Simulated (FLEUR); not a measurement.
# Co (volume factor 1.12 on the database's cell): anisotropy by force theorems

Wanted: anisotropy for Co (volume factor 1.12 on the database's cell), with the cost of each step.

Main program and level: FLEUR MaX-R8.1; PBE; all-electron FLAPW, Dirac cores, scalar-relativistic bands.

Report form: the programs' logs are mostly left out.

## Step 1: The starting structure

It takes space group P6_3/mmc (No. 194, hexagonal). The conventional cell has a = 2.604 Å, b = 2.604 Å, c = 4.227 Å, α = 90.00°, β = 90.00°, γ = 120.00°. Co has 12 Co at 2.59 to 2.60 Å nearest.

The cell is strained on purpose: volume factor 1.12 on the database's cell.

## Step 2: The magnetic state

The force theorems are single passes in this state's potential, so it has to be converged first.

No symmetry is used, so that later steps may turn the spins freely; k and −k are joined. inpgen writes inp.xml from crystal.txt; cutoffs, mixing, functional, smearing and local orbitals are then set in the file. The k list scf (kpts.xml, not shown) is a Γ-centred 12×12×12 mesh; where the ranks do not divide the number of points, some are split in two of half the weight.

File inp.xml:

```
<?xml version="1.0" encoding="UTF-8" standalone="no"?>
<fleurInput fleurInputVersion="0.39">
   <comment>
      Co
   </comment>
   <calculationSetup>
      <cutoffs Kmax="3.6" Gmax="10.8" GmaxXC="10.8" numbands="0"/>
      <scfLoop itmax="110" minDistance="0.00002" maxIterBroyd="15" imix="Anderson" alpha="0.05" precondParam="0.0" spinf="2.0" sdNocoIR="T"/>
      <coreElectrons ctail="F" frcor="F" kcrel="0" coretail_lmax="0"/>
      <xcFunctional name="pbe" relativisticCorrections="F"/>
      <magnetism jspins="2" l_noco="F" l_ss="F">
         <qss>0.0 0.0 0.0</qss>
         <mtNocoParams l_mperp="F" l_mtNocoPot="F" l_relaxSQA="F" mag_mixing_scheme="0" mix_RelaxWeightOffD="1.0" l_constrained="F" mix_constr="1.0"/>
         <sourceFreeMag l_sourceFree="F" l_scaleMag="F" mag_scale="1.0"/>
      </magnetism>
      <soc l_soc="F" theta="0.0" phi="0.0" spav="F"/>
      <expertModes spex="0" secvar="F"/>
      <geometryOptimization l_f="F" forcealpha="1.0" forcemix="BFGS" epsdisp="0.00001" epsforce="0.00001"/>
      <ldaU l_linMix="F" mixParam="0.05" spinf="1.0"/>
   </calculationSetup>
   <cell>
      <bzIntegration valenceElectrons="34.0" mode="hist" fermiSmearingEnergy="0.00183747">
         <kPointListSelection listName="scf"/>
         <xi:include xmlns:xi="http://www.w3.org/2001/XInclude" href="kpts.xml"> </xi:include>
      </bzIntegration>
      <xi:include xmlns:xi="http://www.w3.org/2001/XInclude" href="sym.xml"> </xi:include>
      <bulkLattice scale="1.0">
         <bravaisMatrix>
            <row-1>    4.9207182139629211    -0.0000000000566918     0.0000000000000000</row-1>
            <row-2>   -2.4603591069247686     4.2614669781813603     0.0000000000000000</row-2>
            <row-3>    0.0000000000000000     0.0000000000000000     7.9870906434727580</row-3>
         </bravaisMatrix>
      </bulkLattice>
   </cell>
   <atomSpecies>
      <species name="Cobalt (Co2.000" element="Co" atomicNumber="27">
         <mtSphere radius="2.39" gridPoints="791" logIncrement="0.015"/>
         <atomicCutoffs lmax="8" lnonsphr="6"/>
         <electronConfig flipSpins="F">
            <coreConfig>(1s1/2) (2s1/2) (2p1/2) (2p3/2)</coreConfig>
            <valenceConfig>(3s1/2) (3p1/2) (3p3/2) (4s1/2) (3d3/2) (3d5/2)</valenceConfig>
            <stateOccupation state="(3d3/2)" spinUp="1.5" spinDown="1.3"/>
            <stateOccupation state="(3d5/2)" spinUp="3.0" spinDown="1.2"/>
         </electronConfig>
         <energyParameters s="4" p="4" d="3" f="4"/>
         <lo type="SCLO" l="0" n="3" eDeriv="0"/>
         <lo type="SCLO" l="1" n="3" eDeriv="0"/>
      </species>
   </atomSpecies>
   <atomGroups>
      <atomGroup species="Cobalt (Co2.000">
         <relPos label="                   1">1.000/3.000 -1.000/3.000 1.000/4.000</relPos>
         <force calculate="T" relaxXYZ="TTT"/>
         <nocoParams  alpha="0.0" beta="0.0"/>
      </atomGroup>
      <atomGroup species="Cobalt (Co2.000">
         <relPos label="                   2">-1.000/3.000 1.000/3.000 -1.000/4.000</relPos>
         <force calculate="T" relaxXYZ="TTT"/>
         <nocoParams  alpha="0.0" beta="0.0"/>
      </atomGroup>
   </atomGroups>
   <output dos="F" band="F" slice="F">
      <bandDOS minEnergy="-.5*Htr" maxEnergy="0.5*Htr" sigma="0.015" storeEVData="T"/>
      <plotting iplot="0" polar="F">
         <plot TwoD="T" vec1="  1.0  0.0  0.0" vec2="  0.0  1.0  0.0" vec3="  0.0  0.0  1.0" zero="  0.0  0.0  0.0" file="plot"/>
      </plotting>
      <moessbauerParams electricFieldGradient="F" isomerShift="F" coreHyperfine="F" valenceHyperfine="F"/>
   </output>
</fleurInput>
```

File crystal.txt:

```
Co
&input film=F cartesian=F /
2.60393194014  -0.00000000003  0.00000000000
-1.30196597004  2.25507120990  0.00000000000
0.00000000000  0.00000000000  4.22658635000
1.8897261246
1.0 1.0 1.0

2
27 0.33333333333  0.66666666667  0.25000000000 : 2.000
27 0.66666666667  0.33333333333  0.75000000000 : 2.000

&kpt div1=12 div2=12 div3=12 gamma=T /
```

Launch:

```
> OMP_NUM_THREADS=1 inpgen -f crystal.txt -nosym -noco > inpgen.log  # inp.xml is then edited as shown
> OMP_NUM_THREADS=1 mpirun -n 4 fleur_MPI > fleur.log
```

It took 3.1 min on 4 MPI ranks of Arm Neoverse V1, shared host; peak memory 0.52 GiB; 12 min of CPU time.

Read from the output:

```yaml
free_energy: -75836.7007 eV
program_s_band_gap_on_this_mesh_in_a_metal_only_a_level_spacing: 1.57e-8 eV
magnetization: 3.442 μB
final_state: ferromagnetic
largest_moment: 1.791 μB
```

After 20 cycles the largest moment stands at 1.79 μB.

## Step 3: Energy against the direction of the moments, rung 1

Anisotropy is a small difference, so it is taken from sums over occupied states at a frozen potential, where most errors cancel.

One pass with spin–orbit coupling for each direction, from the saved density. Inversion lets half of the mesh serve, which the program's warning doesn't know. The k list mae (kpts.xml, not shown) is a Γ-centred 17×17×9 mesh.

inp.xml, as its differences from that of step 2:

```diff
@@ -6,4 +6,4 @@
    <calculationSetup>
-      <cutoffs Kmax="3.6" Gmax="10.8" GmaxXC="10.8" numbands="0"/>
-      <scfLoop itmax="110" minDistance="0.00002" maxIterBroyd="15" imix="Anderson" alpha="0.05" precondParam="0.0" spinf="2.0" sdNocoIR="T"/>
+      <cutoffs Kmax="3.6" Gmax="10.8" GmaxXC="10.8" numbands="74"/>
+      <scfLoop itmax="1" minDistance="0.00002" maxIterBroyd="15" imix="Anderson" alpha="0.05" precondParam="0.0" spinf="2.0" sdNocoIR="T"/>
       <coreElectrons ctail="F" frcor="F" kcrel="0" coretail_lmax="0"/>
@@ -15,3 +15,3 @@
       </magnetism>
-      <soc l_soc="F" theta="0.0" phi="0.0" spav="F"/>
+      <soc l_soc="T" theta="0.0" phi="0.0" spav="F"/>
       <expertModes spex="0" secvar="F"/>
@@ -22,3 +22,3 @@
       <bzIntegration valenceElectrons="34.0" mode="hist" fermiSmearingEnergy="0.00183747">
-         <kPointListSelection listName="scf"/>
+         <kPointListSelection listName="mae"/>
          <xi:include xmlns:xi="http://www.w3.org/2001/XInclude" href="kpts.xml"> </xi:include>
@@ -68,2 +68,5 @@
    </output>
+   <forceTheorem>
+      <MAE theta="0.0 1.5707963 1.5707963 0.7853982" phi="0.0 0.0 0.5235988 0.0"/>
+   </forceTheorem>
 </fleurInput>
```

Launch:

```
> OMP_NUM_THREADS=1 mpirun -n 4 fleur_MPI -warn_only > fleur.log
```

Run time: 97 s. Hardware: 4 MPI ranks; peak memory 1.1 GiB; 6.5 min of CPU time.

Anisotropy energies, by row:

```tsv
axis	x	y	z	band energy less the first axis' (meV a cell)
[001]	0	0	1	0
[100]	1	0	0	0.181
[210]	0.866	0.5	0	0.1812
45 degrees from [001] toward [100]	0.7071	0	0.7071	0.08781
```

Indices are those of the standard conventional cell; x, y, z give the same directions in the axes of the input.

## Step 4: Anisotropy by the force theorem, rung 2

A second rung shows how far the first can be trusted.

The k list mae (kpts.xml, not shown) is a Γ-centred 25×25×13 mesh.

inp.xml is that of step 3.

Run time: 5 min. Hardware: 4 MPI ranks; peak memory 3.2 GiB.

Anisotropy energies, by row:

```tsv
axis	x	y	z	band energy less the first axis' (meV a cell)
[001]	0	0	1	0
[100]	1	0	0	0.1761
[210]	0.866	0.5	0	0.1759
45 degrees from [001] toward [100]	0.7071	0	0.7071	0.08561
```

## Step 5: Spin–orbit coupling, moments along [001]

Spin–orbit coupling ties the spins to the lattice and lets orbital moments form.

A new self-consistent run of the start ferro ++, with the moments along z. The k list default-1 (kpts.xml, not shown) is a Γ-centred 25×25×13 mesh.

inp.xml, as its differences from that of step 2:

```diff
@@ -6,12 +6,8 @@
    <calculationSetup>
-      <cutoffs Kmax="3.6" Gmax="10.8" GmaxXC="10.8" numbands="0"/>
+      <cutoffs Kmax="3.6" Gmax="10.8" GmaxXC="10.8" numbands="74"/>
       <scfLoop itmax="110" minDistance="0.00002" maxIterBroyd="15" imix="Anderson" alpha="0.05" precondParam="0.0" spinf="2.0" sdNocoIR="T"/>
-      <coreElectrons ctail="F" frcor="F" kcrel="0" coretail_lmax="0"/>
+      <coreElectrons ctail="T" frcor="F" kcrel="0" coretail_lmax="0"/>
       <xcFunctional name="pbe" relativisticCorrections="F"/>
-      <magnetism jspins="2" l_noco="F" l_ss="F">
-         <qss>0.0 0.0 0.0</qss>
-         <mtNocoParams l_mperp="F" l_mtNocoPot="F" l_relaxSQA="F" mag_mixing_scheme="0" mix_RelaxWeightOffD="1.0" l_constrained="F" mix_constr="1.0"/>
-         <sourceFreeMag l_sourceFree="F" l_scaleMag="F" mag_scale="1.0"/>
-      </magnetism>
-      <soc l_soc="F" theta="0.0" phi="0.0" spav="F"/>
+      <magnetism jspins="2"/>
+      <soc l_soc="T" theta="0.0" phi="0.0" spav="F"/>
       <expertModes spex="0" secvar="F"/>
@@ -22,3 +18,3 @@
       <bzIntegration valenceElectrons="34.0" mode="hist" fermiSmearingEnergy="0.00183747">
-         <kPointListSelection listName="scf"/>
+         <kPointListSelection listName="default-1"/>
          <xi:include xmlns:xi="http://www.w3.org/2001/XInclude" href="kpts.xml"> </xi:include>
@@ -52,9 +48,4 @@
          <relPos label="                   1">1.000/3.000 -1.000/3.000 1.000/4.000</relPos>
-         <force calculate="T" relaxXYZ="TTT"/>
-         <nocoParams  alpha="0.0" beta="0.0"/>
-      </atomGroup>
-      <atomGroup species="Cobalt (Co2.000">
          <relPos label="                   2">-1.000/3.000 1.000/3.000 -1.000/4.000</relPos>
          <force calculate="T" relaxXYZ="TTT"/>
-         <nocoParams  alpha="0.0" beta="0.0"/>
       </atomGroup>
```

crystal.txt, as its differences from that of step 2:

```diff
@@ -12,2 +12,3 @@
 
-&kpt div1=12 div2=12 div3=12 gamma=T /
+&soc 0.0000000 0.0000000 /
+&kpt div1=25 div2=25 div3=13 gamma=T /
```

Launch:

```
> OMP_NUM_THREADS=1 inpgen -f crystal.txt > inpgen.log  # inp.xml is then edited as shown
> OMP_NUM_THREADS=1 mpirun -n 4 fleur_MPI > fleur.log
```

The job ended after 4.5 min (4 MPI ranks; peak memory 0.71 GiB; 18 min of CPU time).

Numbers from this step:

```yaml
free_energy: -75836.7376 eV
program_s_band_gap_on_this_mesh_in_a_metal_only_a_level_spacing: 0 eV
magnetization: 3.415 μB
final_state: ferromagnetic
largest_moment: 1.778 μB
orbital_moment_along_the_spin: 0.1034 μB
```

Orbital moment in the sphere, along the spin axis by atom:

```tsv
atom	orbital moment in the sphere, along the spin axis (μB)
Co1	0.103
Co2	0.103
```

## Step 6: Outcome

- reference state: ferromagnetic
- largest sphere moment: 1.79 μB
- easy direction of those tried: [001]
- energy along [100] less [001], force theorem: 0.176 meV a primitive cell
- orbital moment on the atom of largest spin, along its spin (spin–orbit run): 0.103 μB

What this shows: By the force theorem the moments prefer [001]; shape anisotropy is not in it. The difference for the second direction goes from 0.18 meV (mesh 17×17×9, 74 states, 6.5 min of CPU time) to 0.18 meV (mesh 25×25×13, 74 states, 20 min). The orbital moment is parallel to the spin, as Hund's third rule has it for a shell over half filled. The state was typed, and no other order was converged beside it, so it need not be the ground state.

[Logs and program files are shortened in this print: banners, set-up blocks, solver, clock and traceback lines can be left out without a mark of their own.]

[Logs are printed without paths, hosts, clocks, repeated set-up lines and the standing remarks that a program may print on its own settings, such as how far it seeks lower states.]

[Hosts, paths, dates, database ids (printed as entryN), source tags and the programs' standing remarks are cut or masked in the printed files.]

[Where a cell is said to come from a database of computed structures, the database is the Materials Project.]
